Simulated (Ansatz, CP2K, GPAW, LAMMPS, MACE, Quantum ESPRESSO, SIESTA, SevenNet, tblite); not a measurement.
# CP2K on liquid 68TiO2-32SiO2 (mol %) at 3000 K (93 atoms): settings against a plane-wave reference, part 2 of 2

Aim: run liquid 68TiO2-32SiO2 (mol %) at 3000 K (93 atoms) in CP2K and see how near its forces come to a plane-wave reference, and at what cost.

Program: CP2K 2026.2; the method stands at each step. Banners, paths, timers and routine set-up lines are dropped from the logs unmarked, and long logs keep their key lines alone; longer cuts are marked.

So far. Step 2 (PBE, DZVP-MOLOPT-SR, 800/50 Ry, diagonalisation): Forces lie 3.6 % from the reference's, at 0.23 times its CPU time. Step 3 (PBE, SZV-MOLOPT-SR, 800/50 Ry, diagonalisation): Against the first run (3.6 %), the force difference from the reference is 44 %, at 0.57 times the CPU time (on 2 against 4 cores), with 498 basis functions against 1482: the smaller basis costs accuracy.

### Step 4. revPBE, PBE potentials, DZVP-MOLOPT-SR, 800/50 Ry, diagonalisation

Method: Kohn-Sham DFT, revPBE, GTH-PBE pseudopotentials, Gaussian and plane waves, DZVP-MOLOPT-SR-GTH, diagonalisation.

The input, input.inp:

```
&GLOBAL
  PROJECT cell
  RUN_TYPE ENERGY_FORCE
  PRINT_LEVEL LOW
&END GLOBAL
&FORCE_EVAL
  METHOD QS
  STRESS_TENSOR ANALYTICAL
  &DFT
    BASIS_SET_FILE_NAME BASIS_MOLOPT
    POTENTIAL_FILE_NAME GTH_POTENTIALS
    &MGRID
      CUTOFF 800
      REL_CUTOFF 50
      NGRIDS 5
    &END MGRID
    &QS
      EPS_DEFAULT 1.0E-12
    &END QS
    &SCF
      SCF_GUESS ATOMIC
      EPS_SCF 1.0E-06
      MAX_SCF 200
      ADDED_MOS 14
      &DIAGONALIZATION
        ALGORITHM STANDARD
      &END DIAGONALIZATION
      &SMEAR ON
        METHOD FERMI_DIRAC
        ELECTRONIC_TEMPERATURE [K] 580
      &END SMEAR
      &MIXING
        METHOD BROYDEN_MIXING
        ALPHA 0.3
        NBROYDEN 8
      &END MIXING
      &PRINT
        &RESTART OFF
        &END RESTART
      &END PRINT
    &END SCF
    &XC
      &XC_FUNCTIONAL
        &PBE
          PARAMETRIZATION REVPBE
        &END PBE
      &END XC_FUNCTIONAL
    &END XC
    &PRINT
      &MULLIKEN ON
      &END MULLIKEN
      &LOWDIN ON
      &END LOWDIN
      &MO ON
        EIGENVALUES T
        OCCUPATION_NUMBERS T
        MO_INDEX_RANGE 321 344
        &EACH
          QS_SCF 0
        &END EACH
        ADD_LAST NUMERIC
      &END MO
    &END PRINT
  &END DFT
  &SUBSYS
    &CELL
      A 11.64156 0.00000 0.00000
      B 0.00000 11.64156 0.00000
      C 0.00000 0.00000 11.64156
    &END CELL
    &COORD
      SCALED
[... 93 atom lines left out: the same atoms as in the first run ...]
    &END COORD
    &KIND Ti
      BASIS_SET DZVP-MOLOPT-SR-GTH-q12
      POTENTIAL GTH-PBE-q12
    &END KIND
    &KIND Si
      BASIS_SET DZVP-MOLOPT-SR-GTH-q4
      POTENTIAL GTH-PBE-q4
    &END KIND
    &KIND O
      BASIS_SET DZVP-MOLOPT-SR-GTH-q6
      POTENTIAL GTH-PBE-q6
    &END KIND
  &END SUBSYS
  &PRINT
    &FORCES ON
    &END FORCES
    &STRESS_TENSOR ON
    &END STRESS_TENSOR
  &END PRINT
&END FORCE_EVAL
```

Run with:

```console
OMP_NUM_THREADS=1 mpirun -np 4 cp2k.psmp -i input.inp > output.txt
```

Numbers of over 12 decimals in the logs are rounded to 6 here.

The program printed:

```text
CP2K| version string:                                       CP2K version 2026.2
 CP2K| Input file name                                                 input.inp
 GLOBAL| Basis set file name                                        BASIS_MOLOPT
 GLOBAL| Potential file name                                      GTH_POTENTIALS
[... lines left out ...]
 Number of electrons:                                                        664
[... lines left out ...]
  Step     Update method      Time    Convergence         Total energy    Change
[... lines left out ...]
  *** SCF run converged in    26 steps ***
[... lines left out ...]
  Fermi energy:                                                 0.096465
  Total energy:                                             -2260.724499
  Total energy (extrapolated to T->0):                      -2260.724448
[... lines left out ...]
 MO| E(Fermi):            0.096465 a.u.          2.624951 eV
[... lines left out ...]
 ENERGY| Total FORCE_EVAL ( QS ) energy [hartree]          -2260.724484
[... lines left out ...]
 FORCES|      1 -1.66126038E-02 -8.21285511E-02  2.18465635E-01   2.33983570E-01
 FORCES|      2  1.63810289E-02  8.13616097E-03 -4.47421038E-02   4.83362294E-02
 FORCES|      3  7.87617431E-02 -3.55785216E-02 -3.97456147E-02   9.51260073E-02
[...]
FORCES|     92  2.90044727E-02 -4.52918546E-02  5.66160220E-03   5.40801745E-02
 FORCES|     93  5.24283480E-02  6.86627758E-02  2.20783079E-01   2.37083269E-01
 FORCES| Sum    -3.03568364E-03 -1.07263437E-03 -3.66339346E-03
 FORCES| Total atomic force                                       4.87712736E-03
 STRESS| Analytical stress tensor [bar]
 STRESS|                        x                   y                   z
 STRESS|      x        7.18629372084E+04   2.79720006606E+04   1.25047482891E+04
 STRESS|      y        2.79720006606E+04   2.49773748997E+04   1.86929833448E+03
 STRESS|      z        1.25047482891E+04   1.86929833448E+03   1.08030875615E+05
 STRESS| 1/3 Trace                                             6.82903959077E+04
```

It took 2.4 min on 4 MPI ranks of Arm Neoverse V2, shared host; peak memory 7.1 GiB; 9.7 min of CPU time.

Compared with the plane-wave run:

- r.m.s. force component: 2.892 eV/Å
- r.m.s. difference of force components: 141.8 meV/Å
- longest difference of force vectors: 619.9 meV/Å
- force difference over r.m.s. force: 4.909 %
- slope of forces against the reference's: 1
- correlation of force components: 0.9988
- gap (highest filled to lowest empty level): 0.6258 eV
- gap difference: -0.074 eV
- pressure: 6.829 GPa
- pressure difference: 1.61 GPa

Against the first run (3.6 %), the force difference from the reference is 4.9 %, at 0.95 times the CPU time; the model has changed, so this is no error of the program alone.

### Step 5. PBE, DZVP-MOLOPT-SR, 400/50 Ry, diagonalisation

Method: Kohn-Sham DFT, PBE, GTH-PBE pseudopotentials, Gaussian and plane waves, DZVP-MOLOPT-SR-GTH, diagonalisation.

Changes to input.inp since step 4:

```diff
@@ -12,5 +12,4 @@
     &MGRID
-      CUTOFF 800
+      CUTOFF 400
       REL_CUTOFF 50
-      NGRIDS 5
     &END MGRID
@@ -42,6 +41,3 @@
     &XC
-      &XC_FUNCTIONAL
-        &PBE
-          PARAMETRIZATION REVPBE
-        &END PBE
+      &XC_FUNCTIONAL PBE
       &END XC_FUNCTIONAL
```

The program printed:

```text
CP2K| version string:                                       CP2K version 2026.2
 CP2K| Input file name                                                 input.inp
 GLOBAL| Basis set file name                                        BASIS_MOLOPT
 GLOBAL| Potential file name                                      GTH_POTENTIALS
[... lines left out ...]
 Number of electrons:                                                        664
[... lines left out ...]
  Step     Update method      Time    Convergence         Total energy    Change
[... lines left out ...]
  *** SCF run converged in    27 steps ***
[... lines left out ...]
  Fermi energy:                                                 0.092367
  Total energy:                                             -2259.451857
  Total energy (extrapolated to T->0):                      -2259.451813
[... lines left out ...]
 MO| E(Fermi):            0.092367 a.u.          2.513432 eV
[... lines left out ...]
 ENERGY| Total FORCE_EVAL ( QS ) energy [hartree]          -2259.451851
[... lines left out ...]
 FORCES|      1 -1.63257053E-02 -8.29793017E-02  2.19668270E-01   2.35385306E-01
 FORCES|      2  1.57883554E-02  6.93352697E-03 -4.45447487E-02   4.77658937E-02
 FORCES|      3  7.91088501E-02 -3.65784783E-02 -3.93659372E-02   9.56340538E-02
[...]
FORCES|     92  2.71650491E-02 -4.22025909E-02  6.99817052E-03   5.06751710E-02
 FORCES|     93  5.25150074E-02  7.10620745E-02  2.18774784E-01   2.35945016E-01
 FORCES| Sum     1.47810091E-03 -2.93251989E-02  2.52004992E-02
 FORCES| Total atomic force                                       3.86938914E-02
 STRESS| Analytical stress tensor [bar]
 STRESS|                        x                   y                   z
 STRESS|      x        5.90666987929E+04   2.80592523995E+04   1.26084276810E+04
 STRESS|      y        2.80592523995E+04   1.18321257745E+04   1.96140677248E+03
 STRESS|      z        1.26084276810E+04   1.96140677248E+03   9.54024838191E+04
 STRESS| 1/3 Trace                                             5.54337694621E+04
```

Wall time 1.9 min (4 MPI ranks); peak memory 3.5 GiB.

Against the reference:

```
r.m.s. force component                           : 2.894 eV/Å
r.m.s. difference of force components            : 140.1 meV/Å
longest difference of force vectors              : 543.7 meV/Å
force difference over r.m.s. force               : 4.852 %
slope of forces against the reference's          : 1.001
correlation of force components                  : 0.9988
gap (highest filled to lowest empty level) : 0.644 eV
gap difference                                   : -0.0558 eV
pressure                                         : 5.543 GPa
pressure difference                              : 0.3247 GPa
energy less the same-level run's                 : -1.054 meV/atom
r.m.s. force difference from the same-level run  : 91.44 meV/Å
```

This is a coarse setting, run to see what it loses.

Against the first run (3.6 %), the force difference from the reference is 4.9 %, at 0.76 times the CPU time: the grid matters here.

The forces add up to 2.0 eV/Å instead of zero, usually a sign of too coarse a grid.

### Step 6. GFN1-xTB, diagonalisation

Method: GFN1-xTB tight binding (the program's own implementation), diagonalisation.

The input, input.inp:

```
&GLOBAL
  PROJECT cell
  RUN_TYPE ENERGY_FORCE
  PRINT_LEVEL LOW
&END GLOBAL
&FORCE_EVAL
  METHOD QS
  STRESS_TENSOR ANALYTICAL
  &DFT
    &QS
      METHOD XTB
      &XTB
        GFN_TYPE 1
        DO_EWALD T
        CHECK_ATOMIC_CHARGES F
      &END XTB
    &END QS
    &SCF
      SCF_GUESS ATOMIC
      EPS_SCF 1.0E-06
      MAX_SCF 200
      ADDED_MOS 14
      &DIAGONALIZATION
        ALGORITHM STANDARD
      &END DIAGONALIZATION
      &SMEAR ON
        METHOD FERMI_DIRAC
        ELECTRONIC_TEMPERATURE [K] 580
      &END SMEAR
      &MIXING
        METHOD BROYDEN_MIXING
        ALPHA 0.3
        NBROYDEN 8
      &END MIXING
      &PRINT
        &RESTART OFF
        &END RESTART
      &END PRINT
    &END SCF
    &PRINT
      &MULLIKEN ON
      &END MULLIKEN
    &END PRINT
  &END DFT
  &SUBSYS
    &CELL
      A 11.64156 0.00000 0.00000
      B 0.00000 11.64156 0.00000
      C 0.00000 0.00000 11.64156
    &END CELL
    &TOPOLOGY
      COORD_FILE_NAME structure.xyz
      COORD_FILE_FORMAT XYZ
    &END TOPOLOGY
  &END SUBSYS
  &PRINT
    &FORCES ON
    &END FORCES
    &STRESS_TENSOR ON
    &END STRESS_TENSOR
  &END PRINT
&END FORCE_EVAL
```

The input, structure.xyz:

```xyz
93

Ti 6.75408 11.59336 5.09283
Ti 4.48805 9.40417 6.44931
Ti 6.53965 0.99617 1.89874
Ti 1.21538 0.91549 3.06522
Ti 10.63503 7.72487 7.96818
Ti 6.10390 4.50039 1.24576
Ti 9.20824 3.83403 1.52679
Ti 10.81734 0.99954 0.13958
Ti 7.08342 3.73624 8.76190
Ti 3.99131 8.28565 2.91924
Ti 1.36451 4.00120 10.42246
Ti 9.74515 4.83241 10.26285
Ti 2.07697 9.59753 4.63707
Ti 11.44540 11.22421 8.56667
Ti 6.76933 7.65456 0.52620
Ti 0.47521 6.80181 2.17511
Ti 10.39277 8.90184 3.68549
Ti 8.23745 8.02790 5.75198
Ti 9.85388 0.70536 5.59959
Ti 3.89911 9.13257 11.43469
[... 69 atom lines left out ...]
O 6.34442 9.78264 5.75279
O 10.09149 5.88760 8.91173
O 7.30962 3.04625 1.33925
O 6.67737 4.90645 2.72133
```

Run with:

```console
OMP_NUM_THREADS=1 cp2k.psmp -i input.inp > output.txt
```

The program printed:

```text
CP2K| version string:                                       CP2K version 2026.2
 CP2K| Input file name                                                 input.inp
 GLOBAL| Basis set file name                                           BASIS_SET
 GLOBAL| Potential file name                                           POTENTIAL
[... lines left out ...]
                        Smear method:                                FERMI_DIRAC
[... lines left out ...]
 Number of electrons:                                                        496
[... lines left out ...]
  Step     Update method      Time    Convergence         Total energy    Change
[... lines left out ...]
  Correction for halogen bonding:                               0.000000
  Electronic entropic energy:                                  -0.00385861
  Fermi energy:                                                -1.572157
  Total energy:                                                42.799156
  Total energy (extrapolated to T->0):                         42.801085
 *   ___                                                                       *
 *  /   \                                                                      *
 * [ABORT]                                                                     *
 *  \___/     SCF run NOT converged. To continue the calculation regardless,   *
 *    |             please set the keyword IGNORE_CONVERGENCE_FAILURE.         *
 *  O/|                                                                        *
 * /| |                                                                        *
```

Run time: 29 s. Hardware: 1 thread; peak memory 0.23 GiB.

The run stopped without converging, so its numbers are no property of the system.

### Step 7. The ladder

Differences are against the plane-wave reference, forces as r.m.s. over components; share is that over the reference's r.m.s. force, slope the least-squares factor from reference forces to these. Total energies of different programs have different zeros and aren't compared.

| run | Δ force, r.m.s. (meV/Å) | share (%) | slope | Δ pressure (GPa) | Δ gap (eV) | cores | CPU time | memory (GiB) |
| --- | --- | --- | --- | --- | --- | --- | --- | --- |
| reference | - | - | - | - | - | 4 | 44 min | 5.1 |
| CP2K PBE, DZVP-MOLOPT-SR, 800/50 Ry, diagonalisation | 105 | 3.63 | 1.001 | 0.292 | -0.0558 | 4 | 10 min | 7.1 |
| CP2K PBE, SZV-MOLOPT-SR, 800/50 Ry, diagonalisation (coarse) | 1263 | 43.7 | 1.212 | 8.50 | -0.133 | 2 | 5.8 min | 5.4 |
| CP2K revPBE, PBE potentials, DZVP-MOLOPT-SR, 800/50 Ry, diagonalisation | 142 | 4.91 | 1.000 | 1.61 | -0.074 | 4 | 9.7 min | 7.1 |
| CP2K PBE, DZVP-MOLOPT-SR, 400/50 Ry, diagonalisation (coarse) | 140 | 4.85 | 1.001 | 0.325 | -0.0558 | 4 | 7.8 min | 3.5 |

Rows marked coarse were listed beforehand as settings not expected to be converged; some can still land near the reference.

CPU time is summed over cores on a shared host, where runs went side by side, so it is rough. Symmetry, cutoffs, thresholds, outputs and thread counts weren't matched or tuned between programs; memory under MPI is the largest rank's times the ranks.

Within one program, basis, potentials and functional, energies share a zero. Each run against its twin at the usual cutoff or grid and solver:

```csv
run,twin,Δ energy (meV/atom),"Δ force, r.m.s. (meV/Å)",CPU time over the twin's
"CP2K PBE, DZVP-MOLOPT-SR, 400/50 Ry, diagonalisation","DZVP-MOLOPT-SR, 800/50 Ry, diagonalisation",-1.05,91.4,0.76
```

Further runs of this program without a result: CP2K PBE, DZVP-MOLOPT-SR, 800/50 Ry, SIGN filter 1e-06, SCF 1e-06 (cut off at its time limit).

### Step 8. Results

| Item | Value |
| --- | --- |
| nearest in forces | CP2K PBE, DZVP-MOLOPT-SR, 800/50 Ry, diagonalisation, 3.6 % |
| its CPU time | 10 min |

The PBE run in local orbitals, coarse settings apart, differs by 3.6 % (CP2K PBE, DZVP-MOLOPT-SR, 800/50 Ry, diagonalisation); basis, grid and potentials can all enter. Rows with another functional or a dispersion term differ by 4.9 % (CP2K revPBE, PBE potentials, DZVP-MOLOPT-SR, 800/50 Ry, diagonalisation), which mixes the change of model with differences of basis and potentials, some of them made for another functional. Runs with settings chosen to be coarse differ by 4.9 % (CP2K PBE, DZVP-MOLOPT-SR, 400/50 Ry, diagonalisation) to 44 % (CP2K PBE, SZV-MOLOPT-SR, 800/50 Ry, diagonalisation), their programs' other errors included. Of the electronic-structure runs that take under half the reference's CPU time, CP2K PBE, DZVP-MOLOPT-SR, 800/50 Ry, diagonalisation comes nearest, at 3.6 % in 10 min against 44 min. At the same functional, gaps differ from the reference's 0.700 eV by between -0.13 and -0.06 eV. In pressure, CP2K PBE, SZV-MOLOPT-SR, 800/50 Ry, diagonalisation misses by +8.5 GPa, at the same functional. The reference's pressure holds the uncorrected Pulay stress of its 60 Ry basis, so small pressure differences, and their order, may be the reference's own error. The frame stands for 3000 K, but pressures are static and levels are smeared at 580 K. The network of bonds at the start is that of the classical potential that made the cell, and needn't be the one that DFT or experiment would give. The reference's stress is far from hydrostatic: its diagonal is 5.6, 0.9, 9.2 GPa, compression counted positive. The runs have no spin polarisation, so any moments at edges, vacancies or dangling bonds can't form. The electronic-structure runs sample only Γ, in a cell whose shortest periodic width is 12 Å.

[Also dropped from logs without a mark: logging warnings of Python, and SIESTA's first energy breakdown and zero terms.]

[Logs are printed without paths, hosts, clocks, repeated set-up lines and the standing remarks that a program may print on its own settings, such as how far it seeks lower states.]

[Hosts, paths, dates, database ids (printed as entryN), source tags and the programs' standing remarks are cut or masked in the printed files.]
